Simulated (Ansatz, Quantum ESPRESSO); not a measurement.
# Pt (Fm-3m): electron–phonon coupling with Quantum ESPRESSO, part 2 of 4

Each step names its level of theory.

So far. Step 2 (Relaxing cell and atoms): The largest force is now zero by symmetry and the largest stress component 0.0082 GPa. Step 3 (Second program, ground state): With these potentials, mesh and smearing the cell is at -0.84 GPa. The relaxed cell has a = 3.971 Å (conventional setting).

## (4) Phonons and couplings with ph.x: Fermi–Dirac smearing of 0.1 eV

Level of this step: DFT PBE, scalar-relativistic, plane waves, GBRV ultrasoft pseudopotentials (Quantum ESPRESSO).

ph.x gives each mode's frequency and linewidth; λ of a mode follows from Gaussian double-delta sums over the k mesh, here at four widths.

ph.in reads:

```
phonons and couplings
 &inputph
    prefix='x',
    outdir='./tmp',
    tr2_ph=1.0d-15,
    fildyn='x.dyn',
    fildvscf='dvscf',
    ldisp=.true.,
    nq1=3,
    nq2=3,
    nq3=3,
    electron_phonon='simple',
    el_ph_ngauss=0,
    el_ph_sigma=0.00734986,
    el_ph_nsigma=4,
    alpha_mix(1)=0.5,
    amass(1)=195.084,
 /
```

Run with:

```bash
> OMP_NUM_THREADS=1 mpirun -n 4 ph.x -nk 4 -in ph.in > ph.x.log
```

Log:

```text
[banner, memory and clock lines left out]
Program PHONON v.7.5

     ./tmp/x.save/

     IMPORTANT: XC functional enforced from input :
     Exchange-correlation= PBE
                           (   1   4   3   4   0   0   0)
     Any further DFT definition will be discarded
     Please, verify this is what you really want

     G-vector sticks info

     negative rho (up, down):  1.780E-01 0.000E+00
     Reading collected, re-writing distributed wavefunctions in ./tmp/

     Dynamical matrices for ( 3, 3, 3)  uniform grid of q-points
     (   4 q-points):
       N         xq(1)         xq(2)         xq(3)
       1   0.000000000   0.000000000   0.000000000
       2   0.235702260   0.235702260  -0.235702260
       3   0.471404521   0.000000000  -0.000000000
       4  -0.000000000  -0.471404521   0.471404521

     Number and degeneracy of irreps per q-point
       N         xq(1)         xq(2)         xq(3)   N irreps
       1   0.000000000   0.000000000   0.000000000       1
        3
       2   0.235702260   0.235702260  -0.235702260       2
        1   2
       3   0.471404521   0.000000000  -0.000000000       2
        1   2
       4  -0.000000000  -0.471404521   0.471404521       3
     No degeneracy

     Saving dvscf to file. Distribute only q points, not irreducible representations.

     Calculation of q =    0.0000000   0.0000000   0.0000000

     phonons and couplings

     bravais-lattice index     =            0
     lattice parameter (alat)  =       5.3060  a.u.
     unit-cell volume          =     105.6302 (a.u.)^3
     number of atoms/cell      =            1
     number of atomic types    =            1
     kinetic-energy cut-off    =      45.0000  Ry
     charge density cut-off    =     360.0000  Ry
     convergence threshold     =      1.0E-15
     beta                      =       0.5000
     number of iterations used =            4
     Exchange-correlation= PBE
                           (   1   4   3   4   0   0   0)

     celldm(1)=    5.30601  celldm(2)=    0.00000  celldm(3)=    0.00000
     celldm(4)=    0.00000  celldm(5)=    0.00000  celldm(6)=    0.00000

     crystal axes: (cart. coord. in units of alat)
               a(1) = (  0.0000  0.7071  0.7071 )
               a(2) = (  0.7071  0.0000  0.7071 )
               a(3) = (  0.7071  0.7071  0.0000 )

     reciprocal axes: (cart. coord. in units 2 pi/alat)
               b(1) = ( -0.7071  0.7071  0.7071 )
               b(2) = (  0.7071 -0.7071  0.7071 )
               b(3) = (  0.7071  0.7071 -0.7071 )

     Atoms inside the unit cell:

     Cartesian axes

     site n.  atom      mass           positions (alat units)
        1  Pt    195.0840   tau(    1) = (    0.00000    0.00000    0.00000  )

     Computing dynamical matrix for
                    q = (   0.0000000   0.0000000   0.0000000 )

     49 Sym.Ops. (with q -> -q+G )

     G cutoff =  256.7309  (  12051 G-vectors)     FFT grid: ( 36, 36, 36)
     G cutoff =  128.3654  (   4285 G-vectors)  smooth grid: ( 24, 24, 24)

     number of k points=    72  Fermi-Dirac smearing, width (Ry)=  0.0073

     PseudoPot. # 1 for Pt read from file:
     ./pseudo/Pt.upf
     Pseudo is Ultrasoft + core correction, Zval = 16.0
     Using radial grid of  985 points,  6 beta functions with:
                l(1) =   0
                l(2) =   0
                l(3) =   1
                l(4) =   1
                l(5) =   2
                l(6) =   2
     Q(r) pseudized with  8 coefficients,  rinner =    1.300   1.300   1.300
                                                       1.300   1.300

     Mode symmetry, O_h (m-3m)  point group:

     Atomic displacements:
     There are    1 irreducible representations

     Representation     1      3 modes -  To be done

     Alpha used in Ewald sum =   2.8000

     negative rho (up, down):  1.780E-01 0.000E+00

     Representation #   1 modes #   1   2   3

     Self-consistent Calculation

     Pert. #  1: Fermi energy shift (Ry) =     2.9296E-25    -6.2693E-38
     Pert. #  2: Fermi energy shift (Ry) =     2.3695E-25    -7.9934E-37
     Pert. #  3: Fermi energy shift (Ry) =     2.4988E-25    -1.2539E-37

      thresh= 1.000E-02 alpha_mix =  0.500 |ddv_scf|^2 =  3.807E-06

     Pert. #  1: Fermi energy shift (Ry) =    -6.8932E-26    -9.7958E-40
     Pert. #  2: Fermi energy shift (Ry) =     3.1019E-25    -1.9592E-39
     Pert. #  3: Fermi energy shift (Ry) =     1.0771E-25    -1.2245E-39

      thresh= 1.951E-04 alpha_mix =  0.500 |ddv_scf|^2 =  1.474E-07

     Pert. #  1: Fermi energy shift (Ry) =     1.7233E-26     8.1887E-40
     Pert. #  2: Fermi energy shift (Ry) =     3.8774E-26    -5.0127E-40
     Pert. #  3: Fermi energy shift (Ry) =    -3.8774E-26     5.0892E-40

      thresh= 3.839E-05 alpha_mix =  0.500 |ddv_scf|^2 =  5.689E-09

     Pert. #  1: Fermi energy shift (Ry) =     1.7233E-26     1.5306E-41
     Pert. #  2: Fermi energy shift (Ry) =    -2.7573E-25     3.8265E-41
     Pert. #  3: Fermi energy shift (Ry) =    -4.3082E-26     4.7831E-41

      thresh= 7.543E-06 alpha_mix =  0.500 |ddv_scf|^2 =  3.702E-11

     Pert. #  1: Fermi energy shift (Ry) =     1.7233E-26     3.8265E-42
     Pert. #  2: Fermi energy shift (Ry) =     8.1856E-26     1.0523E-41
     Pert. #  3: Fermi energy shift (Ry) =    -4.3082E-27    -1.5306E-41

      thresh= 6.084E-07 alpha_mix =  0.500 |ddv_scf|^2 =  8.621E-13

     Pert. #  1: Fermi energy shift (Ry) =    -2.2403E-25    -1.1479E-41
     Pert. #  2: Fermi energy shift (Ry) =    -3.0158E-26    -1.0523E-41
     Pert. #  3: Fermi energy shift (Ry) =    -8.6165E-26    -1.6263E-41

      thresh= 9.285E-08 alpha_mix =  0.500 |ddv_scf|^2 =  2.757E-14

     Pert. #  1: Fermi energy shift (Ry) =    -2.5849E-25    -9.5662E-42
     Pert. #  2: Fermi energy shift (Ry) =     4.6960E-25    -9.5662E-43
     Pert. #  3: Fermi energy shift (Ry) =    -9.0473E-26    -1.4349E-41

      thresh= 1.660E-08 alpha_mix =  0.500 |ddv_scf|^2 =  1.351E-16

     End of self-consistent calculation

     Convergence has been achieved

     Number of q in the star =    1
     List of q in the star:
          1   0.000000000   0.000000000   0.000000000

     Diagonalizing the dynamical matrix

     q = (    0.000000000   0.000000000   0.000000000 )

 **************************************************************************
     freq (    1) =       0.084236 [THz] =       2.809805 [cm-1]
     freq (    2) =       0.084236 [THz] =       2.809805 [cm-1]
     freq (    3) =       0.084236 [THz] =       2.809805 [cm-1]
 **************************************************************************

     Mode symmetry, O_h (m-3m)  point group:

[...]
(   1   4   3   4   0   0   0)

     celldm(1)=   5.306005  celldm(2)=   0.000000  celldm(3)=   0.000000
     celldm(4)=   0.000000  celldm(5)=   0.000000  celldm(6)=   0.000000

     crystal axes: (cart. coord. in units of alat)
               a(1) = (   0.000000   0.707107   0.707107 )
               a(2) = (   0.707107   0.000000   0.707107 )
               a(3) = (   0.707107   0.707107   0.000000 )

     reciprocal axes: (cart. coord. in units 2 pi/alat)
               b(1) = ( -0.707107  0.707107  0.707107 )
               b(2) = (  0.707107 -0.707107  0.707107 )
               b(3) = (  0.707107  0.707107 -0.707107 )

     PseudoPot. # 1 for Pt read from file:
     ./pseudo/Pt.upf
     Pseudo is Ultrasoft + core correction, Zval = 16.0
     Using radial grid of  985 points,  6 beta functions with:
[...]
l(5) =   2
                l(6) =   2
     Q(r) pseudized with  8 coefficients,  rinner =    1.300   1.300   1.300
                                                       1.300   1.300

     atomic species   valence    mass     pseudopotential
     Pt               16.00   195.08400     Pt( 1.00)

     48 Sym. Ops., with inversion, found

   Cartesian axes

     site n.     atom                  positions (alat units)
         1        Pt     tau(   1) = (   0.0000000   0.0000000   0.0000000  )

     number of k points=  1020  Fermi-Dirac smearing, width (Ry)=  0.0073

     Number of k-points >= 100: set verbosity='high' to print them.

     Dense  grid:    12051 G-vectors     FFT dimensions: (  36,  36,  36)

     Smooth grid:     4285 G-vectors     FFT dimensions: (  24,  24,  24)

     The potential is recalculated from file :
     ./tmp/_ph0/x.q_4/x.save/charge-density

     negative rho (up, down):  1.780E-01 0.000E+00
     Starting wfcs are   12 atomic +    3 random wfcs

     Band Structure Calculation
     Davidson diagonalization with overlap

     ethr =  6.25E-11,  avg # of iterations = 16.3

     End of band structure calculation

     Number of k-points >= 100: set verbosity='high' to print the bands.

     the Fermi energy is    21.4996 ev

     Writing config to output data dir ./tmp/_ph0/x.q_4/x.save/ :
     XML data file

     phonons and couplings

     bravais-lattice index     =            0
     lattice parameter (alat)  =       5.3060  a.u.
     unit-cell volume          =     105.6302 (a.u.)^3
     number of atoms/cell      =            1
     number of atomic types    =            1
     kinetic-energy cut-off    =      45.0000  Ry
     charge density cut-off    =     360.0000  Ry
     convergence threshold     =      1.0E-15
     beta                      =       0.5000
     number of iterations used =            4
     Exchange-correlation= PBE
                           (   1   4   3   4   0   0   0)

     celldm(1)=    5.30601  celldm(2)=    0.00000  celldm(3)=    0.00000
     celldm(4)=    0.00000  celldm(5)=    0.00000  celldm(6)=    0.00000

     crystal axes: (cart. coord. in units of alat)
               a(1) = (  0.0000  0.7071  0.7071 )
               a(2) = (  0.7071  0.0000  0.7071 )
               a(3) = (  0.7071  0.7071  0.0000 )

     reciprocal axes: (cart. coord. in units 2 pi/alat)
               b(1) = ( -0.7071  0.7071  0.7071 )
               b(2) = (  0.7071 -0.7071  0.7071 )
               b(3) = (  0.7071  0.7071 -0.7071 )

     Atoms inside the unit cell:

     Cartesian axes

     site n.  atom      mass           positions (alat units)
        1  Pt    195.0840   tau(    1) = (    0.00000    0.00000    0.00000  )

     Computing dynamical matrix for
                    q = (  -0.0000000  -0.4714045   0.4714045 )

      4 Sym.Ops. (no q -> -q+G )

     G cutoff =  256.7309  (  12051 G-vectors)     FFT grid: ( 36, 36, 36)
     G cutoff =  128.3654  (   4285 G-vectors)  smooth grid: ( 24, 24, 24)

     number of k points=  1020  Fermi-Dirac smearing, width (Ry)=  0.0073

     PseudoPot. # 1 for Pt read from file:
     ./pseudo/Pt.upf
     Pseudo is Ultrasoft + core correction, Zval = 16.0
     Using radial grid of  985 points,  6 beta functions with:
                l(1) =   0
                l(2) =   0
                l(3) =   1
                l(4) =   1
                l(5) =   2
                l(6) =   2
     Q(r) pseudized with  8 coefficients,  rinner =    1.300   1.300   1.300
                                                       1.300   1.300

     Mode symmetry, C_2v (mm2)  point group:

     Atomic displacements:
     There are    3 irreducible representations

     Representation     1      1 modes -  To be done

     Representation     2      1 modes -  To be done

     Representation     3      1 modes -  To be done

     Alpha used in Ewald sum =   2.8000

     negative rho (up, down):  1.780E-01 0.000E+00

     Representation #   1 mode #   1

     Self-consistent Calculation

[...]
End of self-consistent calculation

     Convergence has been achieved

     Representation #   2 mode #   2

     Self-consistent Calculation

[...]
End of self-consistent calculation

     Convergence has been achieved

     Representation #   3 mode #   3

     Self-consistent Calculation

[...]
thresh= 1.930E-03 alpha_mix =  0.500 |ddv_scf|^2 =  2.842E-05

      thresh= 5.331E-04 alpha_mix =  0.500 |ddv_scf|^2 =  1.596E-07

      thresh= 3.995E-05 alpha_mix =  0.500 |ddv_scf|^2 =  2.915E-09

      thresh= 5.399E-06 alpha_mix =  0.500 |ddv_scf|^2 =  4.631E-11

      thresh= 6.805E-07 alpha_mix =  0.500 |ddv_scf|^2 =  3.369E-12

      thresh= 1.835E-07 alpha_mix =  0.500 |ddv_scf|^2 =  5.869E-14

      thresh= 2.423E-08 alpha_mix =  0.500 |ddv_scf|^2 =  4.037E-15

      thresh= 6.354E-09 alpha_mix =  0.500 |ddv_scf|^2 =  2.194E-16

     End of self-consistent calculation

     Convergence has been achieved

     Number of q in the star =   12
     List of q in the star:
[...]
5  -0.471404521   0.471404521   0.000000000
          6   0.471404521  -0.471404521   0.000000000
          7  -0.471404521  -0.471404521  -0.000000000
          8   0.000000000   0.471404521  -0.471404521
          9   0.471404521  -0.000000000  -0.471404521
         10   0.471404521   0.000000000   0.471404521
         11  -0.471404521   0.000000000  -0.471404521
         12  -0.471404521  -0.000000000   0.471404521

     Diagonalizing the dynamical matrix

     q = (   -0.000000000  -0.471404521   0.471404521 )

 **************************************************************************
     freq (    1) =       2.981141 [THz] =      99.440150 [cm-1]
     freq (    2) =       4.356869 [THz] =     145.329516 [cm-1]
     freq (    3) =       4.479498 [THz] =     149.419984 [cm-1]
 **************************************************************************

     Mode symmetry, C_2v (mm2)  point group:

     freq (   1-   1) =         99.4  [cm-1]   --> B_1  D_3  S_3
     freq (   2-   2) =        145.3  [cm-1]   --> B_2  D_4  S_4
     freq (   3-   3) =        149.4  [cm-1]   --> A_1  D_1  S_1

     Gaussian Broadening:   0.007 Ry, ngauss=   0
     DOS = 14.603016 states/spin/Ry/Unit Cell at Ef= 21.486288 eV
     double delta at Ef =440.911938
[...]
Gaussian Broadening:   0.015 Ry, ngauss=   0
     DOS = 11.836366 states/spin/Ry/Unit Cell at Ef= 21.494676 eV
     double delta at Ef =247.052204
[...]
lambda(    2)=  0.0619   gamma=   13.29 GHz
     lambda(    3)=  0.0797   gamma=   18.07 GHz

     Gaussian Broadening:   0.022 Ry, ngauss=   0
     DOS = 10.917538 states/spin/Ry/Unit Cell at Ef= 21.506014 eV
     double delta at Ef =208.450238
     lambda(    1)=  0.1214   gamma=   11.25 GHz
     lambda(    2)=  0.0608   gamma=   12.02 GHz
     lambda(    3)=  0.0753   gamma=   15.75 GHz

     Gaussian Broadening:   0.029 Ry, ngauss=   0
     DOS = 10.267862 states/spin/Ry/Unit Cell at Ef= 21.518551 eV
     double delta at Ef =189.729318
     lambda(    1)=  0.1216   gamma=   10.60 GHz
     lambda(    2)=  0.0673   gamma=   12.53 GHz
     lambda(    3)=  0.0800   gamma=   15.74 GHz
```

Wall time 4 min (4 MPI ranks of Intel Xeon 6975P-C (Granite Rapids), shared host); 15 min of CPU time.

Numbers from this step:

| Property | Result |
| --- | --- |
| highest frequency, solved or plainly interpolated | 157.8 cm⁻¹ |
| omega log against width | 12.55, 12.58, 12.62, 12.77 meV, at widths 0.1 to 0.4 eV |

As ph.x prints them, no sum rule imposed; at the zone centre the sum is no linewidth. Double-delta sums:

```csv
q1,q2,q3,star,mode,omega (meV),"lambda_q, sigma 0.1 eV","lambda_q, sigma 0.2 eV","lambda_q, sigma 0.3 eV","lambda_q, sigma 0.4 eV",half width at sigma 0.2 (meV)
0,0,0,1,1,0.3484,0,0,0,0,8.27e-5
0,0,0,1,2,0.3484,0,0,0,0,8.27e-5
0,0,0,1,3,0.3484,0,0,0,0,8.27e-5
0,0,0.3333,8,1,8.68,0.2233,0.1608,0.151,0.1411,0.03313
0,0,0.3333,8,2,8.68,0.2233,0.1608,0.151,0.1411,0.03313
0,0,0.3333,8,3,19.52,0.0596,0.0503,0.0469,0.0447,0.0524
0,0.3333,0.3333,6,1,12.23,0.1458,0.0781,0.0781,0.0854,0.03189
0,0.3333,0.3333,6,2,12.23,0.1458,0.0781,0.0781,0.0854,0.03189
0,0.3333,0.3333,6,3,19.56,0.1091,0.0762,0.0745,0.0706,0.07974
0,0.3333,-0.3333,12,1,12.33,0.244,0.1384,0.1214,0.1216,0.05749
0,0.3333,-0.3333,12,2,18.02,0.0852,0.0619,0.0608,0.0673,0.05496
0,0.3333,-0.3333,12,3,18.53,0.117,0.0797,0.0753,0.08,0.07473
```

Mean over the q mesh without its centre; few wavevectors enter, so none of the widths can be taken as converged. Table of coupling constant λ, lambda by Gaussian width:

```csv
Gaussian width (eV),"coupling constant λ, lambda"
0.100,0.454
0.200,0.297
0.300,0.279
0.400,0.280
```

λ runs from 0.454 at 0.1 eV to 0.280 at 0.4 eV.

(Continued in part 3 of 4.)

[Logs are printed without paths, hosts, clocks, repeated set-up lines and the standing remarks that a program may print on its own settings, such as how far it seeks lower states.]

[Hosts, paths, dates, database ids (printed as entryN), source tags and the programs' standing remarks are cut or masked in the printed files.]
